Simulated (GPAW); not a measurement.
# A Li chain with a Si atom on top of one atom: transmission at several levels, part 2 of 2

Aim: T(E), conductance and thermopower of a Li chain with a Si atom on top of one atom, and what cheaper settings cost in accuracy.

GPAW 26.7.0; GPAW LCAO, PAW setups; Landauer transmission from Green's functions with principal layers (ASE), zero bias.

So far, transmission at the Fermi level (one spin): step 2 (double-zeta polarised basis, PBE, GPAW) 0.526; step 3 (basis szp(dzp), PBE, GPAW) 0.550; step 4 (basis sz(dzp), PBE, GPAW) 0.740; step 5 (RPBE) 0.521.

### Step 9. K-points along the lead 40: lead_nz = 40

The lead's own mesh along the current sets its density and potential; where the lead is aligned to the junction's end layer, a rigid shift drops out.

Input file run.py:

```python
import json
import numpy as np
from ase import Atoms
from ase.transport.calculators import TransportCalculator
from gpaw import GPAW, FermiDirac
from gpaw.lcao.tools import get_lcao_hamiltonian
from scipy.linalg import eigh

# The junction with lead layers at both ends, along the third cell vector
device = Atoms(
    ['Li', 'Li', 'Li', 'Li', 'Li', 'Li', 'Si', 'Li', 'Li', 'Li', 'Li', 'Li'],
    positions=[
        [4.50000, 4.50000, 1.47500],
        [4.50000, 4.50000, 4.42500],
        [4.50000, 4.50000, 7.37500],
        [4.50000, 4.50000, 10.32500],
        [4.50000, 4.50000, 13.27500],
        [4.50000, 4.50000, 16.22500],
        [6.89220, 4.50000, 16.22500],
        [4.50000, 4.50000, 19.17500],
        [4.50000, 4.50000, 22.12500],
        [4.50000, 4.50000, 25.07500],
        [4.50000, 4.50000, 28.02500],
        [4.50000, 4.50000, 30.97500]],
    cell=[[9.0, 0.0, 0.0], [0.0, 9.0, 0.0], [0.0, 0.0, 32.45]],
    pbc=True)

# One principal layer of the lead: the first 3 atoms of the device
lead = Atoms(
    ['Li', 'Li', 'Li'],
    positions=[
        [4.50000, 4.50000, 1.47500],
        [4.50000, 4.50000, 4.42500],
        [4.50000, 4.50000, 7.37500]],
    cell=[[9.0, 0.0, 0.0], [0.0, 9.0, 0.0], [0.0, 0.0, 8.85]],
    pbc=True)

settings = dict(mode='lcao', basis='dzp', xc='PBE', h=0.2,
                occupations=FermiDirac(0.1), maxiter=250,
                mixer=dict(beta=0.1, nmaxold=8, weight=100.0),
                convergence=dict(density=0.0001))
energies = np.arange(-2, 2 + 1e-9, 0.05)
eta = 0.0001
n1, n2 = 1, 1
# k and -k transmit alike, so half of the mesh across the current serves
mesh = [(i, j) for i in range(n1) for j in range(n2) if (i, j) <= (-i % n1, -j % n2)]
weights = np.array([1 if (i, j) == (-i % n1, -j % n2) else 2 for i, j in mesh]) / (n1 * n2)

# [... helper functions left out ...]
fermi_lead = ground_state(lead, (1, 1, 40), 'lead.txt')
fermi_device = ground_state(device, (1, 1, 3), 'device.txt')
# [... loop over the mesh left out, but for ...]
        # Shift the lead onto the potential of the device's first layer
        shift = ((H[:, 0, 0] - H0[:, 0, 0]) / S0[0, 0]).real.mean()
# [...]
kT = 8.617333e-5 * 500
bias = [0.1, 0.2, 0.5, 1.0, 1.5, 2.0]
# [... integrals and printing left out ...]
```

Run with:

```console
$ OMP_NUM_THREADS=1 OPENBLAS_NUM_THREADS=1 python run.py
```

Output:

```text
basis functions: device 68, principal layer 15
Fermi level: lead -2.7382 eV, device -2.6994 eV; lead shifted by 0.0005 eV
largest coupling past the next layer 1.28e-08 eV, largest misfit of the first layer 0.011 eV
  E-E_F (eV)   T (one spin)  [channel counts left out]
    -2.000    1.1649e-15
    -1.950    1.1458e-15
    -1.900    1.1261e-15
    -1.850    1.1058e-15
    -1.800    1.0851e-15
    -1.750    1.0638e-15
    -1.700    1.0420e-15
    -1.650    1.0196e-15
    -1.600    9.9663e-16
    -1.550    9.7298e-16
    -1.500    9.4856e-16
    -1.450    9.2325e-16
    -1.400    8.9679e-16
    -1.350    8.6876e-16
    -1.300    8.3839e-16
    -1.250    8.0431e-16
[...]
1.650    5.2126e-01
     1.700    5.0111e-01
     1.750    4.8476e-01
     1.800    4.7093e-01
     1.850    4.5843e-01
     1.900    4.4606e-01
     1.950    4.3259e-01
     2.000    4.1659e-01
conductance at 500 K: 0.52322 G0 a cell; thermopower 6.43 uV/K
current from the zero-bias T(E) at 0.1 V: 4.0512 uA
current from the zero-bias T(E) at 0.2 V: 8.0861 uA
current from the zero-bias T(E) at 0.5 V: 19.917 uA
current from the zero-bias T(E) at 1.0 V: 37.713 uA
current from the zero-bias T(E) at 1.5 V: 51.877 uA
current from the zero-bias T(E) at 2.0 V: 66.177 uA
```

It took 29 s on 1 thread of Arm Neoverse V2, shared host; peak memory 0.97 GiB.

Numbers from this step:

```
conductance                                    : 0.5232 G₀
thermopower                                    : 6.430 μV/K
largest coupling past the next principal layer : 1.28e-8 eV
largest misfit of the first principal layer    : 0.01109 eV
shift that aligns the lead                     : 4.61e-4 eV
transmission at the Fermi level (one spin)     : 0.5259
```

One spin. Table of transmission, zone mean by energy, zero at the Fermi level:

energy (eV), transmission, zone mean and a bar:
```
   -2.000      0.000 
   -1.800      0.000 
   -1.600      0.000 
   -1.400      0.000 
   -1.200      0.000 
   -1.000      0.000 
   -0.800      0.000 
   -0.600      0.262 ########
   -0.400      0.459 ##############
   -0.200      0.557 #################
   -0.150      0.559 #################
    0.000      0.526 ################
    0.200      0.461 ##############
    0.400      0.448 #############
    0.600      0.499 ###############
    0.800      0.637 ###################
    1.000      0.882 ###########################
    1.150      0.998 ##############################
    1.200      0.979 #############################
    1.400      0.728 ######################
    1.600      0.547 ################
    1.800      0.471 ##############
    2.000      0.417 #############
```

Not self-consistent under bias; the bias window is split evenly. The current through one cell, from the zero-bias transmission by bias:

```tsv
bias (V)	current through one cell, from the zero-bias transmission (μA)
0.100	4.05
0.200	8.09
0.500	19.9
1.000	37.7
1.500	51.9
2.000	66.2
```

The transmission of the three most open eigenchannels by energy, zero at the Fermi level:

```tsv
energy (eV)	channel 1	channel 2 = channel 3
-2.00	0	0
-1.90	0	0
-1.80	0	0
-1.70	0	0
-1.55	0	0
-1.45	0	0
-1.35	0	0
-1.25	0	0
-1.15	0	0
-1.05	0	0
-0.90	0	0
-0.80	2.5e-10	0
-0.70	0.0873	0
-0.60	0.262	0
-0.50	0.374	0
-0.40	0.459	0
-0.25	0.545	0
-0.15	0.559	0
-0.05	0.542	0
0.00	0.526	0
0.05	0.508	0
0.15	0.474	0
0.25	0.452	0
0.40	0.448	0
0.50	0.466	0
0.60	0.499	0
0.70	0.556	0
0.80	0.637	0
0.90	0.749	0
1.05	0.942	0
1.15	0.998	0
1.25	0.931	0
1.35	0.795	0
1.45	0.668	0
1.55	0.579	0
1.70	0.501	0
1.80	0.471	0
1.90	0.446	0
2.00	0.417	0
```

The conductance equals that of the dzp run to 0.2 %.

### Step 10. What came out

- conductance: 0.523 G₀
- transmission at the Fermi level, mean of the spins: 0.526
- thermopower: 6.43 μV/K

**Reading.** In the dzp basis the junction conducts 0.523 G₀ at 500 K, with T = 0.526 a spin at the Fermi level; the szp basis reaches that conductance within 10 %. At the Fermi level one eigenchannel carries the current (0.53). The positive thermopower says that the thermally weighted transmission is larger below the Fermi level, as for hole-like transport. Measured against the first run (dzp), the nearest curve is that of dzp-RPBE (r.m.s. 0.011) and the farthest that of sz (0.31). Over the compared runs wall time goes from 19 s (sz) to 28 s (dzp), on a shared host. The geometry was built from estimated bond lengths and not relaxed, so the numbers describe this model structure. The run had no spin polarisation, so a magnetic state, which chains and small molecules with open shells often have, wasn't tested. An evenly spaced straight chain is an idealisation: free chains tend to dimerise, zigzag or, where a band edge lies near the Fermi level, turn magnetic. The currents use the zero-bias T(E) throughout, which holds only while the bias is small against the distance to the nearest feature.

[Logs are printed without paths, hosts, clocks, repeated set-up lines and the standing remarks that a program may print on its own settings, such as how far it seeks lower states.]

[Hosts, paths, dates, database ids (printed as entryN), source tags and the programs' standing remarks are cut or masked in the printed files.]
